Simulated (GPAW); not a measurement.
# A Mo chain with one Ti atom in line: transmission at several levels

How well does a Mo chain with one Ti atom in line conduct at low bias, and how far do basis and functional move the answer?

Main program and level: GPAW 26.7.0; GPAW LCAO, PAW setups; Landauer transmission from Green's functions with principal layers (ASE), zero bias.

### 1. The starting structure

The cell holds 15 atoms: 14 Mo and 1 Ti. Cell: a = 9.000 Å, b = 9.000 Å, c = 33.688 Å, α = 90.0°, β = 90.0°, γ = 90.0°. Regions: left lead, 7 atoms (7 Mo); channel, 1 atom (1 Ti); right lead, 7 atoms (7 Mo). Vacuum lies along a and b. The structure is stacked along c, and the current runs across the ab planes.

### 2. GPAW, dzp

Localised orbitals split the wire into layers that couple to their neighbours alone, which is what the Green's function method needs; double zeta with polarisation is the usual level for numbers.

The input, run.py:

```python
import json
import numpy as np
from ase import Atoms
from ase.transport.calculators import TransportCalculator
from gpaw import GPAW, FermiDirac
from gpaw.lcao.tools import get_lcao_hamiltonian
from scipy.linalg import eigh

# The junction with lead layers at both ends, along the third cell vector
device = Atoms(
    ['Mo', 'Mo', 'Mo', 'Mo', 'Mo', 'Mo', 'Mo', 'Ti', 'Mo', 'Mo', 'Mo', 'Mo', 'Mo', 'Mo', 'Mo'],
    positions=[
        [4.50000, 4.50000, 1.12500],
        [4.50000, 4.50000, 3.37500],
        [4.50000, 4.50000, 5.62500],
        [4.50000, 4.50000, 7.87500],
        [4.50000, 4.50000, 10.12500],
        [4.50000, 4.50000, 12.37500],
        [4.50000, 4.50000, 14.62500],
        [4.50000, 4.50000, 16.84420],
        [4.50000, 4.50000, 19.06340],
        [4.50000, 4.50000, 21.31340],
        [4.50000, 4.50000, 23.56340],
        [4.50000, 4.50000, 25.81340],
        [4.50000, 4.50000, 28.06340],
        [4.50000, 4.50000, 30.31340],
        [4.50000, 4.50000, 32.56340]],
    cell=[[9.0, 0.0, 0.0], [0.0, 9.0, 0.0], [0.0, 0.0, 33.6884]],
    pbc=True)

# One principal layer of the lead: the first 5 atoms of the device
lead = Atoms(
    ['Mo', 'Mo', 'Mo', 'Mo', 'Mo'],
    positions=[
        [4.50000, 4.50000, 1.12500],
        [4.50000, 4.50000, 3.37500],
        [4.50000, 4.50000, 5.62500],
        [4.50000, 4.50000, 7.87500],
        [4.50000, 4.50000, 10.12500]],
    cell=[[9.0, 0.0, 0.0], [0.0, 9.0, 0.0], [0.0, 0.0, 11.25]],
    pbc=True)

settings = dict(mode='lcao', basis='dzp', xc='PBE', h=0.2,
                occupations=FermiDirac(0.1), maxiter=250,
                mixer=dict(beta=0.1, nmaxold=8, weight=100.0),
                convergence=dict(density=0.0001))
energies = np.arange(-2, 2 + 1e-9, 0.05)
eta = 0.0001
n1, n2 = 1, 1
# k and -k transmit alike, so half of the mesh across the current serves
mesh = [(i, j) for i in range(n1) for j in range(n2) if (i, j) <= (-i % n1, -j % n2)]
weights = np.array([1 if (i, j) == (-i % n1, -j % n2) else 2 for i, j in mesh]) / (n1 * n2)

# [... helper functions left out ...]
fermi_lead = ground_state(lead, (1, 1, 10), 'lead.txt')
fermi_device = ground_state(device, (1, 1, 3), 'device.txt')
# [... loop over the mesh left out, but for ...]
        # Shift the lead onto the potential of the device's first layer
        shift = ((H[:, 0, 0] - H0[:, 0, 0]) / S0[0, 0]).real.mean()
# [...]
kT = 8.617333e-5 * 200
bias = [0.1, 0.2, 0.5, 1.0, 1.5, 2.0]
# [... integrals and printing left out ...]
```

Run with:

```
$ OMP_NUM_THREADS=1 OPENBLAS_NUM_THREADS=1 python run.py
```

What it wrote:

```text
basis functions: device 435, principal layer 145
Fermi level: lead -2.7421 eV, device -2.7089 eV; lead shifted by -0.0013 eV
largest coupling past the next layer 2.80e-05 eV, largest misfit of the first layer 0.024 eV
  E-E_F (eV)   T (one spin)  [channel counts left out]
    -2.000    1.9422e+00
    -1.950    1.9836e+00
    -1.900    2.0244e+00
    -1.850    2.0644e+00
    -1.800    2.1038e+00
    -1.750    2.1428e+00
    -1.700    2.1809e+00
    -1.650    2.2243e+00
    -1.600    2.2747e+00
    -1.550    2.3570e+00
    -1.500    2.7259e+00
    -1.450    2.9842e+00
    -1.400    3.0997e+00
    -1.350    3.1629e+00
    -1.300    3.2049e+00
    -1.250    3.2375e+00
[...]
1.650    2.7233e+00
     1.700    2.5357e+00
     1.750    2.3239e+00
     1.800    2.1173e+00
     1.850    1.9677e+00
     1.900    1.9114e+00
     1.950    1.9196e+00
     2.000    1.9079e+00
conductance at 200 K: 4.6387 G0 a cell; thermopower -0.6688 uV/K
current from the zero-bias T(E) at 0.1 V: 35.924 uA
current from the zero-bias T(E) at 0.2 V: 71.753 uA
current from the zero-bias T(E) at 0.5 V: 177.95 uA
current from the zero-bias T(E) at 1.0 V: 350.55 uA
current from the zero-bias T(E) at 1.5 V: 517.68 uA
current from the zero-bias T(E) at 2.0 V: 675.13 uA
```

Elapsed: 3.2 min, on 1 thread of Arm Neoverse V2, shared host; peak memory 1.4 GiB.

This step gave:

| Quantity | Value |
| --- | --- |
| conductance | 4.639 G₀ |
| largest coupling past the next principal layer | 2.80e-5 eV |
| largest misfit of the first principal layer | 0.02425 eV |
| shift that aligns the lead | -0.001326 eV |
| basis functions of the junction | 435 |
| basis functions of a principal layer | 145 |
| transmission at the Fermi level (one spin) | 4.642 |

One spin. The transmission, zone mean by energy, zero at the Fermi level:

```
energy (eV)  transmission, zone mean
      -2.00                     1.94
      -1.90                     2.02
      -1.80                     2.10
      -1.70                     2.18
      -1.55                     2.36
      -1.45                     2.98
      -1.35                     3.16
      -1.25                     3.24
      -1.15                     3.29
      -1.05                     3.34
      -0.90                     3.40
      -0.80                     3.45
      -0.70                     3.62
      -0.60                     3.76
      -0.50                     3.92
      -0.40                     4.05
      -0.25                     4.30
      -0.15                     4.48
      -0.05                     4.61
       0.00                     4.64
       0.05                     4.67
       0.15                     4.70
       0.25                     4.74
       0.40                     4.83
       0.50                     4.90
       0.60                     4.93
       0.70                     4.89
       0.80                     4.80
       0.90                     4.68
       1.05                     4.49
       1.15                     4.26
       1.25                     3.90
       1.35                     3.29
       1.45                     3.18
       1.55                     3.00
       1.70                     2.54
       1.80                     2.12
       1.90                     1.91
       2.00                     1.91
```

Not self-consistent under bias; the bias window is split evenly. The current through one cell, from the zero-bias transmission by bias:

```
bias (V)  current through one cell, from the zero-bias transmission (mA)
   0.100                                                          0.0359
   0.200                                                          0.0718
   0.500                                                           0.178
   1.000                                                           0.351
   1.500                                                           0.518
   2.000                                                           0.675
```

Table of transmission of the three most open eigenchannels by energy, zero at the Fermi level:

```
energy (eV)  channel 1  channel 2  channel 3
      -2.00      0.797      0.573      0.573
      -1.85      0.819      0.622      0.622
      -1.70      0.851      0.665      0.665
      -1.60      0.894      0.690      0.690
      -1.45      0.876      0.721      0.721
      -1.30      0.982      0.745      0.745
      -1.15      0.992      0.770      0.764
      -1.05      0.994      0.791      0.776
      -0.90      0.997      0.818      0.791
      -0.75      0.998      0.839      0.806
      -0.60      0.999      0.856      0.820
      -0.50      0.998      0.864      0.828
      -0.35      0.998      0.875      0.840
      -0.20      0.997      0.884      0.849
      -0.05      0.995      0.893      0.855
       0.00      0.995      0.896      0.856
       0.05      0.995      0.899      0.857
       0.20      0.994      0.908      0.856
       0.35      0.993      0.915      0.850
       0.50      0.993      0.920      0.841
       0.60      0.992      0.923      0.832
       0.75      0.991      0.925      0.816
       0.90      0.989      0.926      0.797
       1.05      0.987      0.927      0.774
       1.15      0.986      0.927      0.755
       1.30      0.985      0.927      0.711
       1.45      0.985      0.927      0.634
       1.60      0.986      0.926      0.483
       1.70      0.987      0.925      0.312
       1.85      0.988      0.923     0.0284
       2.00      0.989      0.919     5.3e-6
```

Couplings past the next layer reach 2.8e-5 eV, small enough to drop; the matrix elements of the cell's first layer differ from the bulk lead's by up to 0.024 eV. That layer keeps its own values in the calculation, and only beyond it is the lead taken as perfect. The Fermi levels of lead and junction count from different zeros of potential, one for each periodic cell; with both set to zero, the small remaining shift is what aligns them. By hand: G = 4.639 × 77.48 μS = 359 μS, a resistance of 2.78 kΩ; at 0.1 V a linear junction would pass 35.9 μA, and the integral over the bias window gives 35.9 μA.

### 3. Single-zeta polarised basis

One radial function a shell plus polarisation makes the matrices smaller; the question is what that costs.

Changes to run.py since step 2:

```diff
@@ -42,3 +42,3 @@
 
-settings = dict(mode='lcao', basis='dzp', xc='PBE', h=0.2,
+settings = dict(mode='lcao', basis='szp(dzp)', xc='PBE', h=0.2,
                 occupations=FermiDirac(0.1), maxiter=250,
```

What it wrote:

```text
basis functions: device 240, principal layer 80
Fermi level: lead -2.9192 eV, device -2.8532 eV; lead shifted by -0.0031 eV
largest coupling past the next layer 2.79e-05 eV, largest misfit of the first layer 0.027 eV
  E-E_F (eV)   T (one spin)  [channel counts left out]
    -2.000    1.9780e+00
    -1.950    2.0172e+00
    -1.900    2.0555e+00
    -1.850    2.0928e+00
    -1.800    2.1291e+00
    -1.750    2.1646e+00
    -1.700    2.1982e+00
    -1.650    2.2319e+00
    -1.600    2.2657e+00
    -1.550    2.3011e+00
    -1.500    2.3419e+00
    -1.450    2.3993e+00
    -1.400    2.4735e+00
    -1.350    2.0295e+00
    -1.300    2.6688e+00
    -1.250    3.0536e+00
[...]
1.650    2.8411e+00
     1.700    2.7201e+00
     1.750    2.5820e+00
     1.800    2.4278e+00
     1.850    2.2688e+00
     1.900    2.1193e+00
     1.950    1.9990e+00
     2.000    1.9247e+00
conductance at 200 K: 4.5528 G0 a cell; thermopower -0.6955 uV/K
current from the zero-bias T(E) at 0.1 V: 35.259 uA
current from the zero-bias T(E) at 0.2 V: 70.423 uA
current from the zero-bias T(E) at 0.5 V: 174.69 uA
current from the zero-bias T(E) at 1.0 V: 344.83 uA
current from the zero-bias T(E) at 1.5 V: 510.15 uA
current from the zero-bias T(E) at 2.0 V: 665.38 uA
```

Run time: 1.8 min. Hardware: 1 thread; peak memory 1.3 GiB.

Numbers from this step:

| Quantity | Value |
| --- | --- |
| conductance | 4.553 G₀ |
| largest coupling past the next principal layer | 2.79e-5 eV |
| largest misfit of the first principal layer | 0.02670 eV |
| shift that aligns the lead | -0.003053 eV |
| basis functions of the junction | 240 |
| basis functions of a principal layer | 80 |
| transmission at the Fermi level (one spin) | 4.556 |

One spin. Transmission, zone mean against energy, zero at the Fermi level:

energy (eV), transmission, zone mean and a bar from the least value:
```
    -2.00       1.98 #
    -1.90       2.06 #
    -1.80       2.13 ##
    -1.70       2.20 ###
    -1.55       2.30 ####
    -1.45       2.40 #####
    -1.40       2.47 ######
    -1.35       2.03 #
    -1.25       3.05 ############
    -1.15       3.26 ##############
    -1.05       3.33 ##############
    -0.90       3.40 ###############
    -0.80       3.45 ################
    -0.70       3.60 #################
    -0.60       3.74 ###################
    -0.50       3.87 ####################
    -0.40       3.99 #####################
    -0.25       4.22 #######################
    -0.15       4.39 #########################
    -0.05       4.52 ##########################
     0.00       4.56 ###########################
     0.05       4.58 ###########################
     0.15       4.62 ###########################
     0.25       4.66 ############################
     0.40       4.77 #############################
     0.50       4.85 ##############################
     0.55       4.86 ##############################
     0.60       4.86 ##############################
     0.70       4.80 #############################
     0.80       4.68 ############################
     0.90       4.57 ###########################
     1.05       4.35 #########################
     1.15       4.06 ######################
     1.25       3.68 ##################
     1.35       3.26 ##############
     1.45       3.16 #############
     1.55       3.03 ###########
     1.70       2.72 ########
     1.80       2.43 #####
     1.90       2.12 ##
     2.00       1.92
```

Not self-consistent under bias; the bias window is split evenly. The current through one cell, from the zero-bias transmission by bias:

```
bias (V)  current through one cell, from the zero-bias transmission (mA)
   0.100                                                          0.0353
   0.200                                                          0.0704
   0.500                                                           0.175
   1.000                                                           0.345
   1.500                                                           0.510
   2.000                                                           0.665
```

The transmission of the three most open eigenchannels by energy, zero at the Fermi level:

```
energy (eV)  channel 1  channel 2  channel 3
      -2.00      0.787      0.596      0.596
      -1.90      0.801      0.627      0.627
      -1.80      0.815      0.657      0.657
      -1.70      0.832      0.683      0.683
      -1.55      0.869      0.716      0.716
      -1.45      0.931      0.734      0.734
      -1.35      0.749      0.749      0.531
      -1.25      0.766      0.764      0.762
      -1.15      0.931      0.781      0.773
      -1.05      0.964      0.799      0.782
      -0.90      0.985      0.823      0.795
      -0.80      0.992      0.837      0.803
      -0.70      0.996      0.849      0.811
      -0.60      0.997      0.859      0.818
      -0.50      0.998      0.867      0.826
      -0.40      0.999      0.874      0.833
      -0.25      0.998      0.882      0.842
      -0.15      0.997      0.887      0.846
      -0.05      0.996      0.892      0.849
       0.00      0.996      0.895      0.850
       0.05      0.995      0.898      0.851
       0.15      0.995      0.903      0.850
       0.25      0.994      0.908      0.847
       0.40      0.993      0.915      0.839
       0.50      0.993      0.919      0.830
       0.60      0.992      0.922      0.820
       0.70      0.992      0.925      0.808
       0.80      0.991      0.927      0.794
       0.90      0.989      0.928      0.779
       1.05      0.988      0.927      0.754
       1.15      0.987      0.926      0.733
       1.25      0.986      0.925      0.708
       1.35      0.986      0.923      0.675
       1.45      0.986      0.920      0.629
       1.55      0.986      0.919      0.563
       1.70      0.987      0.916      0.408
       1.80      0.988      0.915      0.262
       1.90      0.989      0.913      0.109
       2.00      0.990      0.911     0.0123
```

The conductance, 4.55 G₀, lies 1.9 % below that of the dzp run.

### 4. GPAW, sz: basis = "sz(dzp)"

The minimal basis is the cheapest rung: no second zeta and no polarisation.

Changes to run.py since step 3:

```diff
@@ -42,3 +42,3 @@
 
-settings = dict(mode='lcao', basis='szp(dzp)', xc='PBE', h=0.2,
+settings = dict(mode='lcao', basis='sz(dzp)', xc='PBE', h=0.2,
                 occupations=FermiDirac(0.1), maxiter=250,
```

What it wrote:

```text
basis functions: device 195, principal layer 65
Fermi level: lead -2.9953 eV, device -2.9239 eV; lead shifted by -0.0043 eV
largest coupling past the next layer 2.78e-05 eV, largest misfit of the first layer 0.032 eV
  E-E_F (eV)   T (one spin)  [channel counts left out]
    -2.000    2.0235e+00
    -1.950    2.0623e+00
    -1.900    2.1003e+00
[...]
1.950    2.1641e+00
     2.000    2.0437e+00
conductance at 200 K: 4.5341 G0 a cell; thermopower -0.6853 uV/K
current from the zero-bias T(E) at 0.1 V: 35.115 uA
current from the zero-bias T(E) at 0.2 V: 70.142 uA
current from the zero-bias T(E) at 0.5 V: 174.05 uA
current from the zero-bias T(E) at 1.0 V: 343.71 uA
current from the zero-bias T(E) at 1.5 V: 508.3 uA
current from the zero-bias T(E) at 2.0 V: 662.34 uA
```

Elapsed: 85 s, on 1 thread; peak memory 1.2 GiB.

This step gave:

| Item | Value |
| --- | --- |
| conductance | 4.534 G₀ |
| largest coupling past the next principal layer | 2.78e-5 eV |
| largest misfit of the first principal layer | 0.03180 eV |
| shift that aligns the lead | -0.004331 eV |
| basis functions of the junction | 195 |
| basis functions of a principal layer | 65 |
| transmission at the Fermi level (one spin) | 4.537 |

One spin. Table of transmission, zone mean by energy, zero at the Fermi level:

```
energy (eV)  transmission, zone mean
     -2.000                     2.02
     -1.800                     2.17
     -1.600                     2.31
     -1.400                     2.49
     -1.200                     3.13
     -1.000                     3.35
     -0.800                     3.46
     -0.600                     3.74
     -0.400                     3.98
     -0.200                     4.29
      0.000                     4.54
      0.200                     4.62
      0.400                     4.76
      0.550                     4.84
      0.600                     4.83
      0.800                     4.62
      1.000                     4.37
      1.200                     3.77
      1.400                     3.20
      1.600                     2.97
      1.800                     2.57
      2.000                     2.04
```

The conductance, 4.53 G₀, lies 2.3 % below that of the dzp run.

### 5. LDA in the dzp basis: xc = "LDA"

Back in the dzp basis, the functional changes from PBE to LDA, to set the spread between functionals beside that between bases.

Changes to run.py since step 4:

```diff
@@ -42,3 +42,3 @@
 
-settings = dict(mode='lcao', basis='sz(dzp)', xc='PBE', h=0.2,
+settings = dict(mode='lcao', basis='dzp', xc='LDA', h=0.2,
                 occupations=FermiDirac(0.1), maxiter=250,
```

What it wrote:

```text
basis functions: device 435, principal layer 145
Fermi level: lead -2.9955 eV, device -2.9600 eV; lead shifted by -0.0022 eV
largest coupling past the next layer 2.75e-05 eV, largest misfit of the first layer 0.028 eV
  E-E_F (eV)   T (one spin)  [channel counts left out]
    -2.000    1.9389e+00
    -1.950    1.9809e+00
    -1.900    2.0224e+00
[...]
1.950    1.9153e+00
     2.000    1.9214e+00
conductance at 200 K: 4.6801 G0 a cell; thermopower -0.6663 uV/K
current from the zero-bias T(E) at 0.1 V: 36.245 uA
current from the zero-bias T(E) at 0.2 V: 72.396 uA
current from the zero-bias T(E) at 0.5 V: 179.56 uA
current from the zero-bias T(E) at 1.0 V: 353.66 uA
current from the zero-bias T(E) at 1.5 V: 522.06 uA
current from the zero-bias T(E) at 2.0 V: 681.02 uA
```

Wall time 3.1 min (1 thread); peak memory 1.4 GiB.

Numbers from this step:

```yaml
conductance: 4.680 G₀
largest_coupling_past_the_next_principal_layer: 2.75e-5 eV
largest_misfit_of_the_first_principal_layer: 0.02774 eV
shift_that_aligns_the_lead: -0.002245 eV
basis_functions_of_the_junction: 435
basis_functions_of_a_principal_layer: 145
transmission_at_the_fermi_level_one_spin: 4.684
```

One spin. Table of transmission, zone mean by energy, zero at the Fermi level:

```
energy (eV)  transmission, zone mean
      -2.00                     1.94
      -1.85                     2.06
      -1.70                     2.19
      -1.60                     2.30
      -1.45                     3.09
      -1.30                     3.23
      -1.15                     3.31
      -1.05                     3.35
      -0.90                     3.41
      -0.75                     3.55
      -0.60                     3.79
      -0.50                     3.95
      -0.35                     4.16
      -0.20                     4.43
      -0.05                     4.65
       0.00                     4.68
       0.05                     4.71
       0.20                     4.76
       0.35                     4.84
       0.50                     4.94
       0.60                     4.97
       0.75                     4.90
       0.90                     4.75
       1.05                     4.58
       1.15                     4.38
       1.30                     3.83
       1.45                     3.26
       1.60                     2.99
       1.70                     2.68
       1.85                     2.04
       2.00                     1.92
```

The conductance, 4.68 G₀, lies 0.9 % above that of the dzp run.

### 6. Cost and result by level

Times are for 1 thread of Arm Neoverse V2, shared host. The series side by side:

```
no.      run  conductance (G₀)     time  memory (GiB)
  1      dzp             4.639  3.2 min           1.4
  2      szp             4.553  1.8 min           1.3
  3       sz             4.534     85 s           1.2
  4  dzp LDA             4.680  3.1 min           1.4
```

(Part 1 of 2 ends here.)

[Logs are printed without paths, hosts, clocks, repeated set-up lines and the standing remarks that a program may print on its own settings, such as how far it seeks lower states.]

[Hosts, paths, dates, database ids (printed as entryN), source tags and the programs' standing remarks are cut or masked in the printed files.]
